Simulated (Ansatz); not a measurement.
# A hypothetical structure for LuZn2Si2, part 2 of 2

Starting from a made-up structure for LuZn2Si2, the aim is the relaxed cell, its shortest contacts and, where a second run follows, its electronic structure.

Ansatz 0.2.0; DFT, PBE, plane-wave PAW, files of the set soft_1, scalar-relativistic, no spin, cell and ions relaxed at zero pressure; PAW set soft_1 (the session's first sound run).

So far: Set-up; Relaxation of the guess. The relaxed cell has a = 3.940, c = 11.075 Å (conventional setting).

## 3. Electronic structure of the relaxed cell

With the geometry fixed, one more self-consistent run, with a narrower smearing and the mesh shown in its input, gives the bands, and its pressure, and its forces where symmetry allows any, show how far the geometry depends on these settings.

This step: DFT, PBE, plane-wave PAW, files of the set soft_1, scalar-relativistic, no spin, bands and density of states at the relaxed cell; PAW set soft_1 (Ansatz 0.2.0).

input.yaml reads:

```yaml
crystal:
  lattice:
    - [-1.9699083075, 1.9699083075, 5.5372804416]
    - [1.9699083075, -1.9699083075, 5.5372804416]
    - [1.9699083075, 1.9699083075, -5.5372804416]
  atoms:
    - { symbol: Lu, position: [0.0, 0.0, 0.0] }
    - { symbol: Zn, position: [0.25, 0.75, 0.5] }
    - { symbol: Zn, position: [0.75, 0.25, 0.5] }
    - { symbol: Si, position: [0.6060292929, 0.6060292929, 0.0] }
    - { symbol: Si, position: [0.3939707071, 0.3939707071, 0.0] }
kpoints:
  mp_grid: { grid: [12, 12, 12] }
  band_path:
    path:
      - [[0.0, 0.0, 0.0], [-0.5, 0.5, 0.0], [-0.5, 0.5, -0.06328037], [-0.28164018, 0.28164018, -0.28164018], [0.0, 0.0, 0.0], [0.5, 0.5, -0.5], [0.28164018, 0.71835982, -0.71835982], [0.0, 0.5, -0.5], [-0.25, 0.75, -0.25], [0.06328037, 0.93671963, -0.5], [0.5, 0.5, -0.5]]
      - [[-0.5, 0.5, 0.0], [-0.25, 0.75, -0.25]]
    npoints: 7
scf:
  occupations: { method: fermi_dirac, width: 0.03 }
  n_extra_bands: 9
hamiltonian:
  xc: pbe
  pseudopotentials: { kind: paw, azcp: { folder: soft_1 } }
output:
  forces: true
  stress: true
  write_bands: true
  dos: { projected: true }
  write_density: true
  write_potential: true
  elf: true
  volumetric_format: npy
```

Run with:

```console
ansatz run input.yaml --threads 4 --pin off --max-ram 8192MiB --backend cpu --events-out ev --progress --plain --runs-dir out
```

Numbers of over 12 decimals in the logs are rounded to 6 here.

Output:

```text
Lu: projections on atomic orbitals take those of the free atom [Kr 4d10] 4f14 5s2 5p6 5d1 6s2, of charge +0.00 (hamiltonian.pseudopotentials.projection_atoms); the dataset's partial waves leave at most 4.6e-5 of an orbital's norm unspanned inside its sphere
[...]
Crystal: 5 atoms, lattice volume = 85.951 Å³
Basis set: ecut = 420 eV, 1695 PW (Γ), exchange–correlation on 90×90×90 points (8 copies of the dense FFT grid, shifted against one another)
Bands: 38, of which v1, the nominal top of the filled ones, is band 29 counted from 1 (28 counted from 0)
Symmetry: 16 space group operations
[...]
k-points: 163 of 1728
[...]
SCF iter   1: F=—  HF=-22646.460379 eV  |F-HF|=—  |Δ(HF+E_count)|=         —  Δρ=9.76e-2  dr2=1.23e1  ethr=3.10e-3  ⟨swp⟩=8.4  Hψ=34888  notcnv=0
[...]
SCF iter  12: F=-22643.997067 eV  HF=-22643.997067 eV  |F-HF|=6.49e-9  |Δ(HF+E_count)|=   3.61e-8  Δρ=3.66e-6  dr2=7.00e-9  ethr=1.51e-10  ⟨swp⟩=10.8  Hψ=49329  notcnv=0
SCF 1 converged in 12 iterations: F = -22643.997067 eV  dr2 = 7.00e-9
[...]
NSCF: frozen V_eff on 79 k-points
SCF converged after 12 iterations
Free energy (F): -22643.997067 eV
[...]
Internal energy: -22643.992149 eV  (E = F + TS)
E sigma→0 (E₀):  -22643.994608 eV
Entropy (-TS):   -0.004919 eV (-0.984 meV/atom)
Fermi energy:    12.386219 eV
[...]
--- Forces (eV/Å), atoms counted from 1 ---
  atom   1  Lu    -0.00000000     0.00000000     0.00000000
  atom   2  Zn     0.00000000     0.00000000     0.00000000
  atom   3  Zn     0.00000000    -0.00000000     0.00000000
  atom   4  Si    -0.00000000    -0.00000000     0.02251336
  atom   5  Si    -0.00000000    -0.00000000    -0.02251336
  max |Σ_I F_I| component: 4.86e-17 eV/Å
--- Stress (GPa, compression-positive) ---
        0.010368       0.000000       0.000000
        0.000000       0.010368      -0.000000
        0.000000       0.000000      -0.092315
  P = ⅓ Tr σ = -0.0239 GPa (-0.239 kbar)
--- Band table (eV; the first three rows and the last of 163) ---
  k-point 0: bands = [... 25 lower, 10.2311, 11.2511, 11.8360, 11.8360, 13.2199, 14.2450, 14.5183, 14.7599, ... 5 higher]
  k-point 1: bands = [... 25 lower, 10.0774, 10.5641, 11.0263, 12.7067, 13.9871, 14.4559, 14.4627, 15.3667, ... 5 higher]
  k-point 2: bands = [... 25 lower, 9.7022, 9.8294, 9.9115, 13.9517, 14.3287, 14.5089, 15.2950, 15.7427, ... 5 higher]
  k-point 162: bands = [... 25 lower, 10.0671, 10.9322, 12.3080, 12.7809, 12.7809, 12.8793, 14.7632, 15.3498, ... 5 higher]
```

It took 12 s on 4 threads of Intel Xeon Platinum 8488C (Sapphire Rapids), shared host; peak memory 0.79 GiB.

Numbers from this step:

- free energy: -22643.9971 eV
- energy at zero smearing: -22643.9946 eV
- smearing term TS: 0.004919 eV
- Fermi energy: 12.39 eV
- pressure: -0.02386 GPa

bands.tsv at the labelled points (eV, zero at the Fermi level; the bands that come nearest the Fermi level along the path):

```tsv
point	band 26	band 27	band 28	band 29	band 30	band 31	band 32	band 33
Γ	-2.16	-1.14	-0.55	-0.55	0.83	1.86	2.13	2.37
X	-4.53	-3.91	-3.18	0.00	0.25	0.48	2.64	3.46
Y	-4.41	-3.88	-3.09	-0.11	0.45	0.48	2.90	3.01
S	-3.50	-2.25	-0.23	0.94	1.16	1.68	1.90	2.32
Γ	-2.16	-1.14	-0.55	-0.55	0.83	1.86	2.13	2.37
Z	-2.32	-1.45	-0.08	0.39	0.39	0.49	2.38	2.96
S1	-3.50	-2.25	-0.23	0.94	1.16	1.68	1.90	2.32
N	-2.20	-1.96	-1.43	0.60	1.50	1.80	2.31	2.54
P	-4.31	-3.56	-3.56	-1.12	1.38	1.38	2.47	2.68
Y1	-4.41	-3.88	-3.09	-0.11	0.45	0.48	2.90	3.01
Z	-2.32	-1.45	-0.08	0.39	0.39	0.49	2.38	2.96
X	-4.53	-3.91	-3.18	0.00	0.25	0.48	2.64	3.46
P	-4.31	-3.56	-3.56	-1.12	1.38	1.38	2.47	2.68
```

States per cell as run, both spins, in windows of 1 eV, from dos.tsv (zero at the Fermi level):

| from | to | total |
| --- | --- | --- |
| -8 | -7 | 13.84 |
| -7 | -6 | 1.16 |
| -6 | -5 | 15.09 |
| -5 | -4 | 1.78 |
| -4 | -3 | 2.22 |
| -3 | -2 | 2.42 |
| -2 | -1 | 1.08 |
| -1 | 0 | 1.72 |
| 0 | 1 | 1.99 |
| 1 | 2 | 2.68 |
| 2 | 3 | 3.22 |
| 3 | 4 | 3.58 |

Below -8 eV lie 17.6 more states.

Electrostatic potential energy in the ab plane of the cell as run, not the conventional one, at fractional z = 0.000, with atoms of Lu and Si within 0.2 Å of it. With pseudopotentials it is smooth inside the atoms' cores, unlike the true potential.

Ten even steps from '_' (-53 eV) to '@' (14 eV), each cell a mean:
```
____::##@@@@@@@@@@@@@@@@@@@@%%++__
..__::**%%@@@@@@@@@@@@@@@@@@@@%%++
**++++##%%@@@@@@@@@@@@@@@@@@@@@@%%
@@%%%%%%@@@@@@%%####%%@@@@@@@@@@@@
@@@@@@@@@@@@@@##++==++##@@@@@@@@@@
@@@@@@@@@@@@@@%%==++**==##@@@@@@@@
@@@@@@@@%%%%@@%%**++%%**++%%@@@@@@
@@@@@@%%**++**%%%%++++++==##@@@@@@
@@@@@@%%++====++##%%**==++##@@@@@@
@@@@@@@@**==##**++%%%%%%##%%@@@@@@
@@@@@@@@%%++**##==**@@@@@@@@@@@@@@
@@@@@@@@@@%%++====++%%@@@@@@@@@@@@
@@@@@@@@@@@@%%**++**%%@@@@@@%%%%@@
%%@@@@@@@@@@@@@@%%%%@@@@@@%%##**##
++%%@@@@@@@@@@@@@@@@@@@@@@%%++::::
__==%%@@@@@@@@@@@@@@@@@@@@%%++____
____++%%@@@@@@@@@@@@@@@@@@@@**..__
```
Columns run along a (6.2 Å; values clipped at the 3rd and 97th percentile), rows up along b (6.2 Å). Atoms in or near the plane, at fractional coordinates: Lu at (0.00, 0.00), Si at (0.61, 0.61), Si at (0.39, 0.39).

Valence density in the ab plane of the cell as run, not the conventional one, at fractional z = 0.000, with atoms of Lu and Si within 0.2 Å of it. It is the smooth field of the valence electrons, not physical close to the nuclei.

Ten steps, logarithmic in the rise over the least value, from '0' (0 e/Å³) to '9' (39 e/Å³), each cell a mean:
```
98510000000000037
66520000000000013
23320000000000000
01110001111000000
00000001111100000
00000001100010000
00001111100011000
00011111110011000
00011001111111000
00001000111111000
00000100011000000
00000010011000000
00000001111000000
00000000110001221
31000000000001355
74100000000001368
97300000000000269
```
Columns run along a (6.2 Å), rows up along b (6.2 Å). Atoms in or near the plane, at fractional coordinates: Lu at (0.00, 0.00), Si at (0.61, 0.61), Si at (0.39, 0.39).

ELF in the ab plane of the cell as run, not the conventional one, at fractional z = 0.000, with atoms of Lu and Si within 0.2 Å of it. It is the smooth field of the valence electrons, not physical close to the nuclei.

Ten even steps from '_' (0.08) to '@' (0.85), each cell a mean:
```
@@@@%%--__::==----::::::..____**@@
@@@@@@==__::++**++==--::..____..**
==****--__::##%%##**==::....______
__....____--##%%%%%%**==::....____
........::==##%%**++++++==::......
--==++++++**####++======++==::::::
--==##%%%%####%%##==++==++**==--::
--==##%%%%**##%%%%**====++%%**==::
::--++%%##====**%%%%##++**%%##++--
::::==**##======**%%%%##%%%%%%**--
::::::==**========############++==
::::..::==++======**##**==--::::::
__......::==**####%%%%++::________
______....::==**%%%%%%++..__--==--
**..____....::==++####++....**@@%%
@@##..__..::::::--======....**@@@@
%%@@**____::::::::------..__==@@@@
```
Columns run along a (6.2 Å), rows up along b (6.2 Å). Atoms in or near the plane, at fractional coordinates: Lu at (0.00, 0.00), Si at (0.61, 0.61), Si at (0.39, 0.39).

## 4. Outcome

| Item | Value |
| --- | --- |
| space group, relaxed | I4/mmm |
| conventional cell | a = 3.940, b = 3.940, c = 11.075 Å; α = 90.0°, β = 90.0°, γ = 90.0° |
| volume per atom | 17.19 Å³ (guess 16.09) |

LuZn2Si2 relaxes to I4/mmm with a = 3.940, b = 3.940 and c = 11.075 Å. The guessed volume was 6 % too small. The space group I4/mmm was held in the relaxation, so the end point is a stationary structure within it and may be a saddle against distortions or other arrangements. Bands cross the Fermi level, so it is a metal or semimetal at this level. The electron count is odd, which forces that without spin polarisation or a larger cell. On the 12×12×12 mesh with the narrower smearing (relaxed on 9×9×9) the largest force component is 0.023 eV/Å and the largest stress component is 0.092 GPa, against the relaxation's thresholds of 0.015 eV/Å and 0.05 GPa. The cutoff wasn't tested. A vector of the cell changed its length by 10 %, more than the volume shows. Spin-orbit coupling is left out, which can matter for elements this heavy. No dispersion term is used, so weakly bound directions may come out too long. Nothing here tests whether the compound is stable against decomposition.

[Logs are printed without paths, hosts, clocks, repeated set-up lines and the standing remarks that a program may print on its own settings, such as how far it seeks lower states.]

[Hosts, paths, dates, database ids (printed as entryN), source tags and the programs' standing remarks are cut or masked in the printed files.]
